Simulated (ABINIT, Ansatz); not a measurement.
# BaH2 (P6_3/mmc): modes at Γ and the response to a field, part 2 of 3

Wanted: the vibrations of BaH2 (P6_3/mmc) at Γ, by two programs.

ABINIT 10.8.3; DFT LDA, scalar-relativistic, plane waves, PseudoDojo norm-conserving pseudopotentials.

So far. Step 3 (Relaxation): The volume changes by -9.8 % in this run and stands -9.8 % from the first cell. The relaxed cell has a = 4.359, c = 5.721 Å (conventional setting).

### 6. Zone-centre response

The derivative of the wavefunctions by k comes first, since the response to a field is built on it; then the field and the displacements that symmetry doesn't supply are solved at q = 0.

It reads the wavefunctions written in step 4.

Input file dfpt_gamma.abi:

```
ndtset 2

# common to the responses
getwfk_filepath "gso_WFK"
kptopt 2
nqpt 1
qpt 0.0 0.0 0.0
asr 0
chneut 0

# d/dk
rfelfd1 2
rfdir1 1 1 1
iscf1 -3
tolwfr1 1.0d-20

# displacements, field
rfphon2 1
rfatpol2 1 6
rfdir2 1 1 1
rfelfd2 3
getddk2 1
tolvrs2 1.0d-10
prtwf2 0

# basis, mesh and filling
ecut 31.0
ngkpt 6 6 4
nshiftk 1
shiftk 0.0 0.0 0.5
istwfk *1
occopt 1
nband 12
nstep 100
diemac 9.0
prtebands 0
prtgsr 0
useylm 1

# cell and atoms
acell 3*1.0 Angstrom
rprim 
    4.35936787 0.0 0.0
    -2.179683935 3.77532332 0.0
    0.0 0.0 5.721026429
ntypat 2
znucl 56 1
natom 6
typat 1 1 2 2 2 2
xred 
    2/3 1/3 0.75
    1/3 2/3 0.25
    1/3 2/3 0.75
    2/3 1/3 0.25
    0.0 0.0 0.5
    0.0 0.0 0.0
pp_dirpath "./pseudo"
pseudos "Ba.upf, H.upf"
```

Command:

```
> OMP_NUM_THREADS=1 mpirun -n 4 abinit dfpt_gamma.abi > dfpt_gamma.log
```

Numbers of over 12 decimals in the logs are rounded to 6 here.

dfpt_gamma.abo, the main output file:

```text
[banners, grids, parts of the stress and lines that vanish by symmetry left out]
- input  file    -> dfpt_gamma.abi
- output file    -> dfpt_gamma.abo
- root for input  files -> dfpt_gammai
[...]
DATASET    1 : space group P6_3/m m c (#194); Bravais hP (primitive hexag.)
[...]
nfft =      121500          nkpt =          72
[...]
DATASET    2 : space group P6_3/m m c (#194); Bravais hP (primitive hexag.)
[...]
nfft =      121500          nkpt =          72
[...]
== DATASET  1 ==================================================================
[...]
cutoff_energies: {ecut:  31.0, pawecutdg:  -1.0, }
[...]
-  1.00000   1.00000  180309                  znucl, zion, pspdat
[...]
Perturbation : derivative vs k along direction   1
[...]
-ETOT  1  -20.462118277501     -2.046E+01 2.051E-02 0.000E+00
 ETOT  2  -20.470517302836     -8.399E-03 7.329E-05 0.000E+00
 ETOT  3  -20.470532082600     -1.478E-05 9.901E-08 0.000E+00
 ETOT  4  -20.470532125162     -4.256E-08 9.527E-10 0.000E+00
 ETOT  5  -20.470532125318     -1.559E-10 2.262E-12 0.000E+00
[...]
At SCF step    9   max residual=  9.97E-21 < tolwfr=  1.00E-20 =>converged.
[...]
Perturbation : derivative vs k along direction   2
[...]
-ETOT  1  -20.462100332108     -2.046E+01 2.051E-02 0.000E+00
[...]
At SCF step    9   max residual=  9.97E-21 < tolwfr=  1.00E-20 =>converged.
[...]
Perturbation : derivative vs k along direction   3
[...]
-ETOT  1  -8.897115     -8.897E+00 9.329E-03 0.000E+00
[...]
At SCF step    9   max residual=  9.81E-21 < tolwfr=  1.00E-20 =>converged.
[...]
1        1       2.3398675032   -0.0000000000
     1        2      -0.8105538797    0.0000000000
     1        3       0.0000000000    0.0000000000
     2        1      -0.8105538797    0.0000000000
     2        2       1.4039205019   -0.0000000000
     2        3       0.0000000000    0.0000000000
     3        1       0.0000000000    0.0000000000
     3        2       0.0000000000    0.0000000000
     3        3       1.3217232043   -0.0000000000
[...]
== DATASET  2 ==================================================================
[...]
cutoff_energies: {ecut:  31.0, pawecutdg:  -1.0, }
[...]
Perturbation : displacement of atom   1   along direction   1
[...]
-ETOT  1   3.212613     -8.688E+02 1.067E+00 1.496E+02
[...]
At SCF step    9       vres2   =  8.38E-12 < tolvrs=  1.00E-10 =>converged.
[...]
Perturbation : displacement of atom   1   along direction   3
[...]
-ETOT  1   7.197184     -1.616E+03 1.809E+00 1.713E+04
[...]
At SCF step   10       vres2   =  2.10E-12 < tolvrs=  1.00E-10 =>converged.
[...]
Perturbation : displacement of atom   3   along direction   1
[...]
-ETOT  1   2.837750     -6.831E+01 4.325E-02 1.843E+03
[...]
At SCF step    9       vres2   =  1.90E-11 < tolvrs=  1.00E-10 =>converged.
[...]
Perturbation : displacement of atom   3   along direction   3
[...]
-ETOT  1   2.389643     -1.192E+02 1.120E-01 1.233E+04
[...]
At SCF step   10       vres2   =  1.84E-11 < tolvrs=  1.00E-10 =>converged.
[...]
Perturbation : displacement of atom   5   along direction   1
[...]
-ETOT  1   1.112970     -6.395E+01 8.185E-02 1.754E+03
[...]
At SCF step    8       vres2   =  9.52E-11 < tolvrs=  1.00E-10 =>converged.
[...]
Perturbation : displacement of atom   5   along direction   3
[...]
-ETOT  1   2.977732     -1.092E+02 7.227E-02 8.716E+03
[...]
At SCF step   10       vres2   =  2.99E-12 < tolvrs=  1.00E-10 =>converged.
[...]
Perturbation : homogeneous electric field along direction   1
[...]
-ETOT  1  -197.18502750767     -1.972E+02 9.347E-01 1.129E+04
[...]
At SCF step    9       vres2   =  3.53E-11 < tolvrs=  1.00E-10 =>converged.
[...]
Perturbation : homogeneous electric field along direction   3
[...]
-ETOT  1  -69.225560003217     -6.923E+01 2.489E-01 7.537E+03
[...]
ETOT  7  -72.110820017888     -1.642E-10 2.808E-13 4.843E-09
 ETOT  8  -72.110820017888     -4.974E-13 1.479E-15 2.333E-11
 At SCF step    8       vres2   =  2.33E-11 < tolvrs=  1.00E-10 =>converged.
[...]
Dielectric tensor, in cartesian coordinates,
[...]
1    8   1    8         6.1485833903        -0.0000000000
   1    8   2    8        -0.0000000000        -0.0000000000
   1    8   3    8        -0.0000000000        -0.0000000000
   2    8   1    8        -0.0000000000        -0.0000000000
   2    8   2    8         6.1485833907        -0.0000000000
   2    8   3    8        -0.0000000000        -0.0000000000
   3    8   1    8        -0.0000000000        -0.0000000000
   3    8   2    8        -0.0000000000        -0.0000000000
   3    8   3    8         5.2222892092        -0.0000000000
  Effective charges, in cartesian coordinates,
[...]
1    1   1    8         2.4214606994         0.0000000000
   2    1   1    8        -0.0000000000         0.0000000000
   3    1   1    8         0.0000000000         0.0000000000
   1    2   1    8         2.4214606994         0.0000000000
   2    2   1    8        -0.0000000000         0.0000000000
[...]
Effective charges, in cartesian coordinates,
[...]
2    8   1    6         0.0000000000         0.0000000000
   3    8   1    6         0.0000000000         0.0000000000
   1    8   2    6        -0.0000000000         0.0000000000
   2    8   2    6        -1.3226364643         0.0000000000
   3    8   2    6         0.0000000000         0.0000000000
   1    8   3    6         0.0000000000         0.0000000000
   2    8   3    6         0.0000000000         0.0000000000
   3    8   3    6        -0.8642388712         0.0000000000
  Phonon wavevector (reduced coordinates) :  0.00000  0.00000  0.00000
 Phonon energies in Hartree :
[...]
Phonon frequencies in cm-1    :
- -6.478889E-02 -6.478277E-02  7.705704E-02  8.170134E+01  8.170134E+01
-  1.107978E+02  3.272596E+02  4.470782E+02  4.964299E+02  4.964299E+02
-  5.135344E+02  5.135344E+02  5.965648E+02  7.532772E+02  9.785794E+02
-  9.785794E+02  9.800865E+02  9.800865E+02
  Phonon at Gamma, with non-analyticity in the
[...]
Phonon energies in Hartree :
[...]
Phonon frequencies in cm-1    :
- -6.478889E-02  7.705704E-02  5.113895E-01  8.170134E+01  8.170134E+01
-  1.107978E+02  3.272596E+02  4.470782E+02  4.964299E+02  5.135344E+02
-  5.135344E+02  5.965648E+02  7.486603E+02  7.532772E+02  9.785794E+02
-  9.785794E+02  9.800865E+02  1.077783E+03
  Phonon at Gamma, with non-analyticity in the
[...]
Phonon energies in Hartree :
[...]
Phonon frequencies in cm-1    :
- -6.478277E-02  7.705704E-02  5.113887E-01  8.170134E+01  8.170134E+01
-  1.107978E+02  3.272596E+02  4.470782E+02  4.964299E+02  5.135344E+02
-  5.135344E+02  5.965648E+02  7.486603E+02  7.532772E+02  9.785794E+02
-  9.785794E+02  9.800865E+02  1.077783E+03
  Phonon at Gamma, with non-analyticity in the
[...]
Phonon energies in Hartree :
[...]
Phonon frequencies in cm-1    :
- -6.478889E-02 -6.478277E-02  2.289777E-01  8.170134E+01  8.170134E+01
-  1.107978E+02  4.470782E+02  4.964299E+02  4.964299E+02  5.079982E+02
-  5.135344E+02  5.135344E+02  7.532772E+02  7.973135E+02  9.785794E+02
-  9.785794E+02  9.800865E+02  9.800865E+02
[...]
fcart2     0.0000000000E+00  0.0000000000E+00  0.0000000000E+00
           strten2     0.0000000000E+00  0.0000000000E+00  0.0000000000E+00
================================================================================
```

Elapsed: 3.7 min, on 4 MPI ranks of Arm Neoverse V2, shared host.

Read from the output:

| Item | Value |
| --- | --- |
| miss of the charge sum rule | 0.04895 e |
| largest acoustic frequency at the zone centre before the sum rule | 0.08 cm⁻¹ |
| highest optical zone-centre mode (no LO-TO term) | 980.1 cm⁻¹ |
| lowest optical zone-centre mode | 81.7 cm⁻¹ |
| mean high-frequency dielectric constant | 5.840 |
| largest Born charge in size (third of the trace) | 2.300 e |

Born charge (rows field, columns displacement), before the sum rule (e), principal values of the symmetric part by kind of site:

```csv
atom,atoms with these values,low,middle,high,mean
Ba1,2,2.06,2.42,2.42,2.30
H3,2,-1.18,-1.12,-1.12,-1.14
H5,2,-1.32,-1.32,-0.86,-1.17
```

In full for H5:

```
-1.32  0.00  0.00
 0.00 -1.32  0.00
 0.00  0.00 -0.86
```

High-frequency dielectric tensor:

```
6.15 0.00 0.00
0.00 6.15 0.00
0.00 0.00 5.22
```

The acoustic modes at Γ come out as far as 0.1 cm⁻¹ from zero, where they should vanish, a small numerical error; the Born charges miss their sum rule by 0.049 e, which is fair.

### 7. Modes with the sum rule

anaddb reads the merged derivatives, imposes the acoustic sum rule and charge neutrality, and adds the LO-TO term along chosen directions.

Input file anaddb.abi:

```
ddb_filepath "gamma_DDB"
output_file "anaddb.abo"
outdata_prefix "anaddb"
asr 1
chneut 1
enunit 2
eivec 1
nph1l 1
qph1l 0.0 0.0 0.0 1.0
dieflag 1
nph2l 3
qph2l 
    1.0 0.0 0.0 0.0
    0.0 0.0 1.0 0.0
    1.0 1.0 1.0 0.0
```

Input file mrgddb.in:

```
gamma_DDB
merged
2
dfpt_gammao_DS2_DDB
gso_DDB
```

Command:

```
> mrgddb < mrgddb.in > mrgddb.log
> OMP_NUM_THREADS=1 anaddb anaddb.abi > anaddb.log
```

anaddb.abo, the main output file:

```text
[banners, grids, parts of the stress and lines that vanish by symmetry left out]
-outvars_anaddb: echo values of input variables ----------------------

 Flags :
[...]
Dielectric Tensor and Effective Charges
[...]
Effective charge tensors after
[...]
Phonon wavevector (reduced coordinates) :  0.00000  0.00000  0.00000
 Phonon energies in Hartree :
[...]
Phonon energies in meV     :
-  0.000000E+00  0.000000E+00  0.000000E+00  1.012968E+01  1.012968E+01
-  1.373717E+01  4.057501E+01  5.543063E+01  6.154949E+01  6.154949E+01
-  6.367018E+01  6.367018E+01  7.396462E+01  9.339447E+01  1.213284E+02
-  1.213284E+02  1.215152E+02  1.215152E+02
 Phonon frequencies in cm-1    :
-  0.000000E+00  0.000000E+00  0.000000E+00  8.170136E+01  8.170136E+01
-  1.107978E+02  3.272595E+02  4.470782E+02  4.964301E+02  4.964301E+02
-  5.135347E+02  5.135347E+02  5.965649E+02  7.532772E+02  9.785794E+02
-  9.785794E+02  9.800864E+02  9.800864E+02
 Phonon frequencies in Thz     :
-  0.000000E+00  0.000000E+00  0.000000E+00  2.449345E+00  2.449345E+00
-  3.321633E+00  9.810993E+00  1.340307E+01  1.488260E+01  1.488260E+01
-  1.539538E+01  1.539538E+01  1.788456E+01  2.258268E+01  2.933707E+01
-  2.933707E+01  2.938225E+01  2.938225E+01
 Phonon energies in Kelvin  :
-  0.000000E+00  0.000000E+00  0.000000E+00  1.175500E+02  1.175500E+02
-  1.594133E+02  4.708534E+02  6.432458E+02  7.142522E+02  7.142522E+02
-  7.388618E+02  7.388618E+02  8.583237E+02  1.083798E+03  1.407957E+03
-  1.407957E+03  1.410126E+03  1.410126E+03
[...]
-  1  0.00000000E+00  0.00000000E+00  1.40301579E-03
-     0.00000000E+00  0.00000000E+00  0.00000000E+00
-  2  0.00000000E+00  0.00000000E+00  1.40301579E-03
-     0.00000000E+00  0.00000000E+00  0.00000000E+00
-  3  0.00000000E+00  0.00000000E+00  1.40301612E-03
-     0.00000000E+00  0.00000000E+00  0.00000000E+00
-  4  0.00000000E+00  0.00000000E+00  1.40301612E-03
-     0.00000000E+00  0.00000000E+00  0.00000000E+00
-  5  0.00000000E+00  0.00000000E+00  1.40301582E-03
-     0.00000000E+00  0.00000000E+00  0.00000000E+00
-  6  0.00000000E+00  0.00000000E+00  1.40301582E-03
-     0.00000000E+00  0.00000000E+00  0.00000000E+00
[...]
-  1  0.00000000E+00  1.40301579E-03  0.00000000E+00
-     0.00000000E+00  0.00000000E+00  0.00000000E+00
-  2  0.00000000E+00  1.40301579E-03  0.00000000E+00
-     0.00000000E+00  0.00000000E+00  0.00000000E+00
-  3  0.00000000E+00  1.40301613E-03  0.00000000E+00
-     0.00000000E+00  0.00000000E+00  0.00000000E+00
-  4  0.00000000E+00  1.40301613E-03  0.00000000E+00
-     0.00000000E+00  0.00000000E+00  0.00000000E+00
-  5  0.00000000E+00  1.40301620E-03  0.00000000E+00
[...]
-  6  0.00000000E+00  1.40301620E-03  0.00000000E+00
[...]
-  1  1.40301579E-03  0.00000000E+00  0.00000000E+00
[...]
-  2  1.40301579E-03  0.00000000E+00  0.00000000E+00
[...]
-  5  3.61435025E-03  0.00000000E+00  0.00000000E+00
[...]
-  6  3.61435025E-03  0.00000000E+00  0.00000000E+00
[...]
-     1         -0.000000    -0.000000    -0.000000     0.000000
-     2         -0.000000    -0.000001     0.000000     0.000001
[...]
-   1     Real    0.0000E+00  0.0000E+00  0.0000E+00  0.0000E+00  0.0000E+00  0.0000E+00  0.0000E+00
[...]
-   2     Real    0.0000E+00  0.0000E+00  0.0000E+00  0.0000E+00  0.0000E+00  0.0000E+00  0.0000E+00
[...]
-   3     Real    0.0000E+00  0.0000E+00  0.0000E+00  0.0000E+00  0.0000E+00  0.0000E+00  0.0000E+00
[...]
-   4     Real    0.0000E+00  0.0000E+00  0.0000E+00  0.0000E+00  0.0000E+00  0.0000E+00  0.0000E+00
[...]
-   5     Real    0.0000E+00  0.0000E+00  0.0000E+00  0.0000E+00  0.0000E+00  0.0000E+00  0.0000E+00
[...]
-   9     Real    0.0000E+00  2.5654E-03  0.0000E+00  5.0371E-09  0.0000E+00  0.0000E+00  2.5654E-03
[...]
-  10     Real    2.5654E-03  0.0000E+00  0.0000E+00 -5.0371E-09  0.0000E+00  0.0000E+00  2.5654E-03
[...]
-  11     Real    0.0000E+00  0.0000E+00  0.0000E+00  0.0000E+00  0.0000E+00  0.0000E+00  0.0000E+00
[...]
-  12     Real    0.0000E+00  0.0000E+00  0.0000E+00  0.0000E+00  0.0000E+00  0.0000E+00  0.0000E+00
[...]
-  15     Real    0.0000E+00  0.0000E+00  0.0000E+00  0.0000E+00  0.0000E+00  0.0000E+00  0.0000E+00
[...]
-  16     Real    0.0000E+00  0.0000E+00  0.0000E+00  0.0000E+00  0.0000E+00  0.0000E+00  0.0000E+00
[...]
-  17     Real    0.0000E+00  7.1613E-04  0.0000E+00  1.4591E-09  0.0000E+00  0.0000E+00  7.1613E-04
[...]
-  18     Real    7.1613E-04  0.0000E+00  0.0000E+00 -1.4591E-09  0.0000E+00  0.0000E+00  7.1613E-04
[...]
Phonon at Gamma, with non-analyticity in the
[...]
Phonon energies in Hartree :
[...]
Phonon energies in meV     :
[...]
-  1.213284E+02  1.215152E+02  1.333861E+02
 Phonon frequencies in cm-1    :
[...]
-  5.135347E+02  5.965649E+02  7.470186E+02  7.532772E+02  9.785794E+02
-  9.785794E+02  9.800864E+02  1.075831E+03
 Phonon frequencies in Thz     :
-  0.000000E+00  0.000000E+00  0.000000E+00  2.449345E+00  2.449345E+00
-  3.321633E+00  9.810993E+00  1.340307E+01  1.488260E+01  1.539538E+01
-  1.539538E+01  1.788456E+01  2.239505E+01  2.258268E+01  2.933707E+01
-  2.933707E+01  2.938225E+01  3.225260E+01
 Phonon energies in Kelvin  :
-  0.000000E+00  0.000000E+00  0.000000E+00  1.175500E+02  1.175500E+02
-  1.594133E+02  4.708534E+02  6.432458E+02  7.142522E+02  7.388618E+02
[...]
-  1.407957E+03  1.410126E+03  1.547881E+03
[...]
-  1  0.00000000E+00  0.00000000E+00 -1.40301579E-03
-     0.00000000E+00  0.00000000E+00  0.00000000E+00
-  2  0.00000000E+00  0.00000000E+00 -1.40301579E-03
-     0.00000000E+00  0.00000000E+00  0.00000000E+00
-  3  0.00000000E+00  0.00000000E+00 -1.40301612E-03
[...]
-  4  0.00000000E+00  0.00000000E+00 -1.40301612E-03
[...]
Phonon at Gamma, with non-analyticity in the
[...]
Phonon energies in Hartree :
[...]
Phonon energies in meV     :
[...]
Phonon frequencies in cm-1    :
[...]
Phonon frequencies in Thz     :
[...]
Phonon energies in Kelvin  :
[...]
Phonon at Gamma, with non-analyticity in the
[...]
Phonon energies in Hartree :
[...]
Phonon energies in meV     :
[...]
Phonon frequencies in cm-1    :
[...]
Phonon frequencies in Thz     :
[...]
Phonon energies in Kelvin  :
[...]
-  1.594133E+02  5.248790E+02  6.432458E+02  7.142522E+02  7.388618E+02
-  7.388618E+02  8.402653E+02  1.083798E+03  1.091896E+03  1.407957E+03
[...]
-  5  0.00000000E+00  0.00000000E+00  0.00000000E+00
-     0.00000000E+00  0.00000000E+00  0.00000000E+00
-  6  0.00000000E+00  0.00000000E+00  0.00000000E+00
-     0.00000000E+00  0.00000000E+00  0.00000000E+00
[...]
Direction                     Dielectric constant
[...]
0.00000   0.00000   1.00000     22.59724427
   1.00000   1.00000   1.00000     18.71622407
-
```

Run time: 0.53 s. Hardware: 1 thread.

Numbers from this step:

- mean static dielectric constant: 18.72
- highest mode moved by the LO-TO term: 1076 cm⁻¹

No LO-TO term; unit eigenvectors of the mass-weighted matrix, from anaddb's displacements. Modes at Γ, with each element's share of the kinetic energy:

```csv
mode,frequency (cm⁻¹),Ba %,H %
1,0.0,99,1
2,0.0,99,1
3,0.0,99,1
4,81.7,100,0
5,81.7,100,0
6,110.8,100,0
7,327.3,1,99
8,447.1,0,100
9,496.4,1,99
10,496.4,1,99
11,513.5,0,100
12,513.5,0,100
13,596.6,1,99
14,753.3,0,100
15,978.6,0,100
16,978.6,0,100
17,980.1,0,100
18,980.1,0,100
```

Displacements in mode 5 (81.7 cm⁻¹), the largest set to 1:
```
Ba1  1.00  0.00  0.00
Ba2 -1.00  0.00  0.00
H3   0.69  0.00  0.00
H4  -0.69  0.00  0.00
H5   0.00  0.00  0.00
H6   0.00  0.00  0.00
```

Displacements in mode 8 (447.1 cm⁻¹), the largest set to 1:
```
Ba1  0.00  0.00  0.01
Ba2  0.00  0.00 -0.01
H3   0.00  0.00 -1.00
H4   0.00  0.00  1.00
H5   0.00  0.00  0.00
H6   0.00  0.00  0.00
```

Static dielectric tensor (ions relaxed, fixed cell):

```
16.78  0.00  0.00
 0.00 16.78  0.00
 0.00  0.00 22.60
```

The rule moves no optical mode by more than 0.1 cm⁻¹.

[end of part 2 of 3]

[Host names and launcher messages were left out of these logs when they were recorded.]

[Logs are printed without paths, hosts, clocks, repeated set-up lines and the standing remarks that a program may print on its own settings, such as how far it seeks lower states.]

[Hosts, paths, dates, database ids (printed as entryN), source tags and the programs' standing remarks are cut or masked in the printed files.]
